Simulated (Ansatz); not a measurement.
**CsNbF3 (cubic perovskite) (Pm-3m): how robust is the cRPA U?**

Wanted: the sensitivity and cost of U and J for CsNbF3 (cubic perovskite) (Pm-3m).

Method: constrained RPA on PBE, plane waves, PAW, in Ansatz 0.2.0.

The structure was built from a prototype and need not be the compound's stable phase.

### Step 1. Starting point

The structure is cubic, space group Pm-3m (No. 221). The conventional cell has a = 4.422 Å, b = 4.422 Å, c = 4.422 Å, α = 90.00°, β = 90.00°, γ = 90.00°. Cs has 12 F at 3.13 Å nearest. Nearest to Nb lie 6 F at 2.21 Å. Nearest to F lie 2 Nb at 2.21 Å and 4 Cs at 3.13 Å. Farther neighbours and most contacts between anions are not listed.

The structure was relaxed with PBE. The structure type comes from a generator and need not be one that this composition takes. The structure was generated from a model, not taken from a measurement. The runs that relaxed it are not among those shown. The program's search for lower electronic states was switched off, so nothing shows that the state found is the lowest. Spin-orbit coupling is left out unless a step names it. The default PAW set here is soft_2. Its files were made with PBE.

### Step 2. Base: Nb t2g, bands v2 to c1, 4×4×4 mesh, medium accuracy

Constrained RPA screens the interaction with every transition except those inside the target bands, which a later many-body model would treat itself.

File input.yaml:

```yaml
crystal:
  lattice:
    - [0.0, -4.42154533, 0.0]
    - [0.0, 0.0, 4.42154533]
    - [-4.42154533, 0.0, 0.0]
  atoms:
    - { symbol: Cs, position: [0.0, 0.0, 0.0] }
    - { symbol: Nb, position: [0.5, 0.5, 0.5] }
    - { symbol: F, position: [0.5, 0.5, 0.0] }
    - { symbol: F, position: [0.5, 0.0, 0.5] }
    - { symbol: F, position: [0.0, 0.5, 0.5] }
kpoints:
  mp_grid: { grid: [6, 6, 6] }
hamiltonian:
  xc: pbe
scf:
  occupations: { method: gaussian, width: 0.08 }
  n_extra_bands: 19
  max_iter: 150
  lower_state_search: "off"
output:
  crpa:
    kmesh: [4, 4, 4]
    target_bands: [v2, c1]
    projections: [{ species: Nb, l: d, shell: 4, orbitals: [dxz, dyz, dxy] }]
  local_orbitals:
    kmesh: [8, 8, 8]
    orbitals: [{ species: Nb, l: d, shell: 4, orbitals: [dxz, dyz, dxy] }]
    window: { bands: [v2, c1] }
    seedname: lo
```

Started as:

```
> ansatz run input.yaml --threads 4 --pin off --max-ram 9216MiB --backend cpu --events-out ev --progress --plain --runs-dir out
```

Numbers of over 12 decimals in the logs are rounded to 6 here.

What it wrote:

```text
scf.n_extra_bands = 19 over 22 filled bands (N_el = 43.0): the run solves 41 bands
Engine: ansatz 0.2.0, aarch64-unknown-linux-gnu
Pseudopotentials: kind: paw
Pseudopotential: Cs, paw, valence charge 9, recommended cutoff 420 eV (normal), Cs.paw.azcp
Pseudopotential: Nb, paw, valence charge 13, recommended cutoff 420 eV (normal), Nb.paw.azcp
Pseudopotential: F, paw, valence charge 7, recommended cutoff 420 eV (normal), F.paw.azcp
Functional definition: PBE
  parameter kappa = 0.804
  parameter beta = 0.066725
  exchange = pbe_x(kappa = kappa, mu = beta*pi^2/3)
  correlation = pbe_c(beta = beta)
Crystal: 5 atoms, lattice volume = 86.441 Å³
Basis set: ecut = 420 eV, 1743 PW (Γ)
Bands: 41, of which v1, the nominal top of the filled ones, is band 22 counted from 1 (21 counted from 0)
Symmetry: 48 space group operations
Space group: Pm-3m (ITA 221), of the structure as read, at distance tolerance 4.4e-5 Å
k-points: 20 of 216
Non-local potential: Cs, projectors of the file, l = 0: 3, l = 1: 2, l = 2: 2, l = 3: 2
Non-local potential: Nb, projectors of the file, l = 0: 3, l = 1: 2, l = 2: 2, l = 3: 1
Non-local potential: F, projectors of the file, l = 0: 2, l = 1: 2, l = 2: 1
PAW form: soft (Blöchl's): semilocal exchange-correlation on the pseudo side does not see the compensation charge
PAW one-centre angular grid: Cs, 194 points (default); XC on 64 Gauss nodes
PAW one-centre angular grid: Nb, 590 points (default); XC on 64 Gauss nodes
PAW one-centre angular grid: F, 110 points (default); XC on 64 Gauss nodes
Initial density: superposition of atomic densities (neutral atoms: chi_scale 0, normalization atom), corrected by the library's trained network
Initial wavefunctions: pseudopotential atomic-orbital guess
Functional: x = pbe(κ = 0.804, μ = 0.219515), c = pbe(β = 0.066725)
SCF iter   1: F=—  HF=-12650.132243 eV  |F-HF|=—  |Δ(HF+E_count)|=         —  Δρ=3.43e-3  dr2=1.03e-2  ethr=1.77e-3  ⟨swp⟩=5.8  Hψ=4013  notcnv=0  defer=132
preconditioner: auto → LDOS  [metal: Δε(μ)=0.012 eV  Ē_g=14.434 eV  σ=0.080 eV  W_gap=0.08  n_scr=18 (ndim 8)  ℏωp=20.8 eV  f_vac=0.029  D(μ)=10.15/eV (n_scr^D=146)  β→1.0]
SCF iter   2: F=—  HF=-12650.132951 eV  |F-HF|=—  |Δ(HF+E_count)|=   7.08e-4  Δρ=2.11e-3  dr2=4.69e-3  ethr=2.40e-5  ⟨swp⟩=1.1  Hψ=983  notcnv=0  defer=173
SCF iter   3: F=—  HF=-12650.132335 eV  |F-HF|=—  |Δ(HF+E_count)|=   6.16e-4  Δρ=1.19e-3  dr2=2.11e-3  ethr=1.09e-5  ⟨swp⟩=1.0  Hψ=594  notcnv=0  defer=173
SCF iter   4: F=—  HF=-12650.131792 eV  |F-HF|=—  |Δ(HF+E_count)|=   5.43e-4  Δρ=5.75e-4  dr2=2.87e-4  ethr=4.91e-6  ⟨swp⟩=1.9  Hψ=685  notcnv=0  defer=173
SCF iter   5: F=—  HF=-12650.131715 eV  |F-HF|=—  |Δ(HF+E_count)|=   7.66e-5  Δρ=8.23e-5  dr2=4.90e-6  ethr=6.68e-7  ⟨swp⟩=2.4  Hψ=861  notcnv=0  defer=173
SCF iter   6: F=—  HF=-12650.131720 eV  |F-HF|=—  |Δ(HF+E_count)|=   4.39e-6  Δρ=1.22e-5  dr2=1.12e-7  ethr=1.14e-8  ⟨swp⟩=2.0  Hψ=1012  notcnv=0  defer=173
SCF iter   7: F=-12650.131720 eV  HF=-12650.131720 eV  |F-HF|=7.57e-9  |Δ(HF+E_count)|=   1.36e-7  Δρ=3.32e-6  dr2=8.03e-9  ethr=2.33e-10  ⟨swp⟩=8.8  Hψ=3755  notcnv=0
SCF 1 converged in 7 iterations: F = -12650.131720 eV  dr2 = 8.03e-9
[...]
NSCF: frozen V_eff on 38 k-points
NSCF: frozen V_eff on 10 k-points
[...]
cRPA screening: q 1/64
cRPA screening: q 2/64
cRPA screening: q 8/64 (q-point 3)
cRPA screening: q 11/64 (q-point 6)
cRPA screening: q 23/64 (q-point 7)
cRPA screening: q 35/64 (q-point 11)
cRPA screening: q 38/64 (q-point 22)
cRPA screening: q 46/64 (q-point 23)
cRPA screening: q 58/64 (q-point 27)
cRPA screening: q 64/64 (q-point 43)
SCF converged after 7 iterations
Free energy (F): -12650.131720 eV
Harris-Foulkes:  -12650.131720 eV  (|F-HF|=7.57e-9)
Internal energy: -12650.099441 eV  (E = F + TS)
E sigma→0 (E₀):  -12650.115580 eV
Entropy (-TS):   -0.032279 eV (-6.456 meV/atom)
Fermi energy:    10.910116 eV
--- Per-component energies (eV) ---
  E_band       = -247.775704
  E_kinetic    = 1156.285864
  E_local      = -3169.000330  (includes V_loc(G=0)·N_el)
  E_nonlocal   = 374.521678
  E_hartree    = 1180.598749
  E_xc         = -587.758889
  E_vxc        = -644.320694  (∫ρ·V_xc dr)
  E_paw        = -8742.286853  (= ΣΔE_a)
  E_vpaw       = -326.463260  (= ΣTr[D̂ρ^β])
  E_aug_tail   = 0.006185  (compensation charges beyond the density's cutoff)
  E_ewald      = -2862.465845
  E_smearing   = -0.032279  (= −TS)
  E_closure    = -0.000000  (closes the sum)
  Σ components = -12650.131720   (vs F -12650.131720, Δ=0.00e0)
--- Band table (eV; the first three rows and the last of 20) ---
  k-point 0: bands = [... 18 lower, 3.8721, 3.8721, 10.0673, 10.0673, 10.0673, 11.2784, 11.7204, 11.7204, ... 15 higher]
  k-point 1: bands = [... 18 lower, 3.7979, 3.7979, 10.1025, 10.2953, 10.2953, 11.7057, 11.8088, 12.1488, ... 15 higher]
  k-point 2: bands = [... 18 lower, 3.6224, 3.6224, 10.1759, 10.7742, 10.7742, 11.9672, 12.4697, 12.9924, ... 15 higher]
  k-point 19: bands = [... 18 lower, 3.8662, 3.8662, 11.6797, 11.6797, 11.6797, 13.3228, 13.3228, 13.3228, ... 15 higher]
--- cRPA (band scheme, projected local orbitals): target bands 21..23 (1-based), 3 Wannier function(s), 4×4×4 mesh, 46 bands' worth read of 51 solved, ecut_chi 136.0 eV, v(q+G=0) probe_charge, pair densities all_electron ---
  bands read: the sum over 46 bands ends inside a degenerate multiplet in 5 slots, whose members it reads at an even weight; the widest, k=42: bands 46 to 48 (counted from 1) at 1/3 each
  χ-basis size per q: N_G = 304..320
  window electrons = 3.0000, filled by tetrahedron_uncorrected; constrained ε̄⁻¹(q = 0, 0) head = 0.320967; min gauge Gram eig = 0.8124
  Kanamori averages over each shell's own Wannier functions (sites counted from 0, functions from 1):
    Site 1, 4D, 3 of 5 d orbitals (Wannier functions 1, 2, 3; wannier90's mr 2, 3, 5):
      screened: U = 4.5186 eV, U' = 3.8189 eV, J = 0.3391 eV
      screened, to within: U = 1.2e-2 eV, U' = 1.2e-2 eV, J = 9.0e-4 eV
      bare: V = 12.1176 eV, V' = 11.1708 eV, J = 0.4833 eV
  Hermiticity witness max|P − P†| over intra, direct and exchange elements: 1.78e-15 eV (screened), 2.80e-19 eV (bare)
  Reality witness max|Im| over intra, direct and exchange elements: 2.28e-19 eV (screened), 2.59e-19 eV (bare)
```

Elapsed: 40 s, on 4 threads of Arm Neoverse V1, shared host; peak memory 0.62 GiB.

This step gave:

| Item | Value |
| --- | --- |
| U | 4.519 eV |
| U prime (inter-orbital) | 3.819 eV |
| J | 0.3391 eV |
| bare V | 12.12 eV |
| bare J | 0.4833 eV |
| stated bound on U | 0.01131 eV |
| U over bare V | 0.3729 |
| electrons in the window | 3.000 |
| head of the constrained inverse dielectric matrix | 0.3210 |
| least eigenvalue of the projection's overlap | 0.8124 |
| target functions | 3 |
| bands in the sums | 46 |
| r.m.s. miss of the model bands | 3.27e-4 eV |
| width of the target bands | 1.612 eV |
| weight of the projected orbitals in the window | 0.8948 |

On the Nb t2g shell, screening brings the on-site interaction from 12.1 eV down to U = 4.52 eV.

### Step 3. Changed: 2×2×2 mesh

input.yaml, the sections that differ from step 2:

```yaml
output:
  crpa:
    kmesh: [2, 2, 2]
    target_bands: [v2, c1]
    projections: [{ species: Nb, l: d, shell: 4, orbitals: [dxz, dyz, dxy] }]
# crystal, kpoints, hamiltonian, scf: as in step 2
```

What it wrote:

```text
[...]
Crystal: 5 atoms, lattice volume = 86.441 Å³
Basis set: ecut = 420 eV, 1743 PW (Γ)
Bands: 41, of which v1, the nominal top of the filled ones, is band 22 counted from 1 (21 counted from 0)
Symmetry: 48 space group operations
[...]
k-points: 20 of 216
[...]
SCF iter   1: F=—  HF=-12650.132243 eV  |F-HF|=—  |Δ(HF+E_count)|=         —  Δρ=3.43e-3  dr2=1.03e-2  ethr=1.77e-3  ⟨swp⟩=5.8  Hψ=4013  notcnv=0  defer=132
[...]
SCF iter   7: F=-12650.131720 eV  HF=-12650.131720 eV  |F-HF|=7.57e-9  |Δ(HF+E_count)|=   1.36e-7  Δρ=3.32e-6  dr2=8.03e-9  ethr=2.33e-10  ⟨swp⟩=8.8  Hψ=3755  notcnv=0
SCF 1 converged in 7 iterations: F = -12650.131720 eV  dr2 = 8.03e-9
[...]
NSCF: frozen V_eff on 4 k-points
[...]
cRPA screening: q 1/8
cRPA screening: q 2/8
cRPA screening: q 5/8 (q-point 4)
cRPA screening: q 8/8
SCF converged after 7 iterations
Free energy (F): -12650.131720 eV
[...]
Internal energy: -12650.099441 eV  (E = F + TS)
E sigma→0 (E₀):  -12650.115580 eV
Entropy (-TS):   -0.032279 eV (-6.456 meV/atom)
Fermi energy:    10.910116 eV
[...]
--- Band table (eV; the first three rows and the last of 20) ---
  k-point 0: bands = [... 18 lower, 3.8721, 3.8721, 10.0673, 10.0673, 10.0673, 11.2784, 11.7204, 11.7204, ... 15 higher]
  k-point 1: bands = [... 18 lower, 3.7979, 3.7979, 10.1025, 10.2953, 10.2953, 11.7057, 11.8088, 12.1488, ... 15 higher]
  k-point 2: bands = [... 18 lower, 3.6224, 3.6224, 10.1759, 10.7742, 10.7742, 11.9672, 12.4697, 12.9924, ... 15 higher]
  k-point 19: bands = [... 18 lower, 3.8662, 3.8662, 11.6797, 11.6797, 11.6797, 13.3228, 13.3228, 13.3228, ... 15 higher]
[...]
χ-basis size per q: N_G = 304..320
[...]
Site 1, 4D, 3 of 5 d orbitals (Wannier functions 1, 2, 3; wannier90's mr 2, 3, 5):
      screened: U = 4.8279 eV, U' = 4.1060 eV, J = 0.3420 eV
      screened, to within: U = 1.2e-2 eV, U' = 1.2e-2 eV, J = 8.4e-4 eV
      bare: V = 12.4321 eV, V' = 11.4631 eV, J = 0.4909 eV
[...]
```

Elapsed: 6 s, on 4 threads; peak memory 0.53 GiB.

This step gave:

```
U                                                 : 4.828 eV
U prime (inter-orbital)                           : 4.106 eV
J                                                 : 0.3420 eV
bare V                                            : 12.43 eV
bare J                                            : 0.4909 eV
stated bound on U                                 : 0.01101 eV
U over bare V                                     : 0.3883
electrons in the window                           : 3.000
head of the constrained inverse dielectric matrix : 0.3103
least eigenvalue of the projection's overlap      : 0.8124
target functions                                  : 3
bands in the sums                                 : 46
width of the target bands                         : 1.612 eV
weight of the projected orbitals in the window    : 0.8948
```

On the Nb t2g shell, screening brings the on-site interaction from 12.4 eV down to U = 4.83 eV.

### Step 4. Changed: 6×6×6 mesh

input.yaml: that of step 3 with these lines changed.

```diff
@@ -22,3 +22,3 @@
   crpa:
-    kmesh: [2, 2, 2]
+    kmesh: [6, 6, 6]
     target_bands: [v2, c1]
```

What it wrote:

```text
[...]
Crystal: 5 atoms, lattice volume = 86.441 Å³
Basis set: ecut = 420 eV, 1743 PW (Γ)
Bands: 41, of which v1, the nominal top of the filled ones, is band 22 counted from 1 (21 counted from 0)
Symmetry: 48 space group operations
[...]
k-points: 20 of 216
[...]
k-point 19: bands = [... 18 lower, 3.8662, 3.8662, 11.6797, 11.6797, 11.6797, 13.3228, 13.3228, 13.3228, ... 15 higher]
[...]
χ-basis size per q: N_G = 297..322
[...]
Site 1, 4D, 3 of 5 d orbitals (Wannier functions 1, 2, 3; wannier90's mr 2, 3, 5):
      screened: U = 4.5292 eV, U' = 3.8307 eV, J = 0.3389 eV
      screened, to within: U = 1.3e-2 eV, U' = 1.3e-2 eV, J = 9.6e-4 eV
      bare: V = 12.0894 eV, V' = 11.1440 eV, J = 0.4827 eV
[...]
[key lines of the parts left out:]
SCF converged after 7 iterations
Free energy (F): -12650.131720 eV
Fermi energy:    10.910116 eV
```

Run time: 3.4 min. Hardware: 4 threads; peak memory 0.89 GiB; 13 min of CPU time.

This step gave:

| Property | Result |
| --- | --- |
| U | 4.529 eV |
| U prime (inter-orbital) | 3.831 eV |
| J | 0.3389 eV |
| bare V | 12.09 eV |
| bare J | 0.4827 eV |
| stated bound on U | 0.01235 eV |
| U over bare V | 0.3746 |
| electrons in the window | 3.000 |
| head of the constrained inverse dielectric matrix | 0.3249 |
| least eigenvalue of the projection's overlap | 0.8109 |
| target functions | 3 |
| bands in the sums | 46 |
| width of the target bands | 1.612 eV |
| weight of the projected orbitals in the window | 0.8948 |

On the Nb t2g shell, screening brings the on-site interaction from 12.1 eV down to U = 4.53 eV.

### Step 5. Changed: smooth pair densities

input.yaml: that of step 4 with these lines changed.

```diff
@@ -22,4 +22,5 @@
   crpa:
-    kmesh: [6, 6, 6]
+    kmesh: [4, 4, 4]
     target_bands: [v2, c1]
     projections: [{ species: Nb, l: d, shell: 4, orbitals: [dxz, dyz, dxy] }]
+    pair_densities: pseudo
```

What it wrote:

```text
[...]
Crystal: 5 atoms, lattice volume = 86.441 Å³
Basis set: ecut = 420 eV, 1743 PW (Γ)
Bands: 41, of which v1, the nominal top of the filled ones, is band 22 counted from 1 (21 counted from 0)
Symmetry: 48 space group operations
[...]
k-points: 20 of 216
[...]
χ-basis size per q: N_G = 304..320
[...]
Site 1, 4D, 3 of 5 d orbitals (Wannier functions 1, 2, 3; wannier90's mr 2, 3, 5):
      screened: U = 4.5272 eV, U' = 3.8206 eV, J = 0.3424 eV
      screened, to within: U = 1.2e-2 eV, U' = 1.2e-2 eV, J = 6.2e-4 eV
      screened, sum over states alone: U = 4.9336 eV, U' = 4.0910 eV, J = 0.3869 eV
      bare: V = 12.1176 eV, V' = 11.1708 eV, J = 0.4833 eV
[...]
[key lines of the parts left out:]
SCF converged after 7 iterations
Free energy (F): -12650.131720 eV
Fermi energy:    10.910116 eV
```

It took 33 s on 4 threads; peak memory 0.54 GiB; 2.1 min of CPU time.

Numbers from this step:

```yaml
u: 4.527 eV
u_prime_inter_orbital: 3.821 eV
j: 0.3424 eV
bare_v: 12.12 eV
bare_j: 0.4833 eV
stated_bound_on_u: 0.01135 eV
u_over_bare_v: 0.3736
electrons_in_the_window: 3.000
head_of_the_constrained_inverse_dielectric_matrix: 0.3213
least_eigenvalue_of_the_projection_s_overlap: 0.8124
target_functions: 3
bands_in_the_sums: 46
width_of_the_target_bands: 1.612 eV
weight_of_the_projected_orbitals_in_the_window: 0.8948
```

On the Nb t2g shell, screening brings the on-site interaction from 12.1 eV down to U = 4.53 eV.

### Step 6. Changed: sums over states on smooth products

input.yaml: that of step 5 with these lines changed.

```diff
@@ -25,2 +25,5 @@
     projections: [{ species: Nb, l: d, shell: 4, orbitals: [dxz, dyz, dxy] }]
+    accuracy: sum_over_states
     pair_densities: pseudo
+    n_empty_bands: 44
+    ecut_chi: 136
```

What it wrote:

```text
[...]
Crystal: 5 atoms, lattice volume = 86.441 Å³
Basis set: ecut = 420 eV, 1743 PW (Γ)
Bands: 41, of which v1, the nominal top of the filled ones, is band 22 counted from 1 (21 counted from 0)
Symmetry: 48 space group operations
[...]
k-points: 20 of 216
[...]
χ-basis size per q: N_G = 304..320
[...]
U and J over all bands: no bound (output.crpa.accuracy: sum_over_states); those below are of the sums over the bands read on the sphere of ecut_chi alone
[...]
Site 1, 4D, 3 of 5 d orbitals (Wannier functions 1, 2, 3; wannier90's mr 2, 3, 5):
      screened: U = 4.7014 eV, U' = 3.8845 eV, J = 0.3781 eV
      bare: V = 12.1176 eV, V' = 11.1708 eV, J = 0.4833 eV
[...]
[key lines of the parts left out:]
SCF converged after 7 iterations
Free energy (F): -12650.131720 eV
Fermi energy:    10.910116 eV
```

Elapsed: 5.9 s, on 4 threads; peak memory 0.47 GiB.

This variant gives U = 4.70 eV against 4.52 eV. It is a finite sum over empty states with no bound on its error and stays out of the table below.

(Continued in part 2 of 2.)

[Paths, hosts, dates, memory and timing lines, banners, echoed tables and standing remarks are left out of the program output.]

[Logs are printed without paths, hosts, clocks, repeated set-up lines and the standing remarks that a program may print on its own settings, such as how far it seeks lower states.]

[Runs of the session that timed out or met a known fault of the program may be left out.]

[Hosts, paths, dates, database ids (printed as entryN), source tags and the programs' standing remarks are cut or masked in the printed files.]
